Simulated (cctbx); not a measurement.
# Interatomic vectors of MnSnBi3S7

Space group P6_3 (no. 173), a = 10.0140 Å, b = 10.0140 Å, c = 6.4150 Å, α = 90.00°, β = 90.00°, γ = 120.00°, content Bi6 Sn2 Mn2 S14.

Simulated single-crystal data (cctbx): Mo Kα, λ = 0.71073 Å, to d = 0.65 Å, 70 % of the full sphere, strongest reflection 5000 counts, noise from counting, a 3 % proportional error and a noise floor of 4 counts (s.d.); no absorption.

Patterson synthesis, origin scaled to 1000:

```text
Patterson group P 6/m
      u       v       w   height  length (A)
  0.000   0.000   0.000   1000.0     0.00
  0.148   0.388   0.500    274.5     4.67
  0.094   0.465   0.000    273.2     4.27
  0.222   0.516   0.500    137.0     7.03
  0.057   0.576   0.068     80.8     4.58
  0.092   0.815   0.431     79.0     3.69
  0.333   0.667   0.500     51.5     6.61
  0.000   0.500   0.409     33.8     5.65
  0.154   0.396   0.315     31.8     4.01
  0.147   0.387   0.199     31.2     3.62
  0.333   0.667   0.134     26.1     5.85
  0.091   0.820   0.223     22.7     2.79
  0.333   0.667   0.223     20.3     5.96
  0.138   0.606   0.414     19.2     5.47
```

**Question.** Which atom pairs make the peaks, and where is the heaviest atom?

A peak at u stands for all pairs with xi − xj = u, with weight Σ ZiZj against Σ Z² = 51168 at the origin. Peak heights follow these weights only roughly, since form factors, motion and series ripples differ, all vectors within 0.55 Å of a peak are counted as merged into it though the farther ones add only part of their weight, and F(000) is left out, which lowers the whole map:

| u | v | w | shortest length (Å) | height | 1000 ΣZiZj/ΣZ² | pairs in the cell |
| --- | --- | --- | --- | --- | --- | --- |
| 0.148 | 0.388 | 0.500 | 4.67 | 274 | 269 | 2 × Bi–Bi |
| 0.094 | 0.465 | 0.000 | 4.26 | 273 | 269 | 2 × Bi–Bi |
| 0.222 | 0.516 | 0.500 | 5.52 | 137 | 140 | 1 × Bi–Bi, 1 × S–S |
| 0.057 | 0.576 | 0.068 | 4.58 | 81 | 89 | 1 × Bi–Sn, 1 × Mn–S |
| 0.092 | 0.815 | 0.431 | 3.69 | 79 | 86 | 1 × Bi–Sn, 1 × S–S |
| 0.333 | 0.667 | 0.500 | 6.61 | 52 | 69 | 1 × Sn–Sn, 2 × Mn–S, 1 × S–S |

The table stops at ten peaks or at a height of 45, below which ripples compete. In the model behind the data Bi, the heaviest element, has 1 independent site: (0.3874, 0.2403, 0.7303), up to an allowed shift of origin; the Bi–Bi vectors are differences of these positions and their symmetry mates. The whole model:

```
atom  mult.       x       y       z  Ueq (Å²)
 Bi1      6  0.3874  0.2403  0.7303    0.0118
 Sn1      2     2/3     1/3  0.1631    0.0080
 Mn1      2       0       0  0.5297    0.0137
  S1      2     2/3     1/3  0.5288    0.0157
  S2      6  0.5167  0.0917  0.9954    0.0231
  S3      6  0.2441  0.1437  0.3226    0.0146
```

The model was made for the exercise: a known structure type with other elements put in, its volume estimated, not relaxed; displacement parameters are assumed.

[Logs are printed without paths, hosts, clocks, repeated set-up lines and the standing remarks that a program may print on its own settings, such as how far it seeks lower states.]
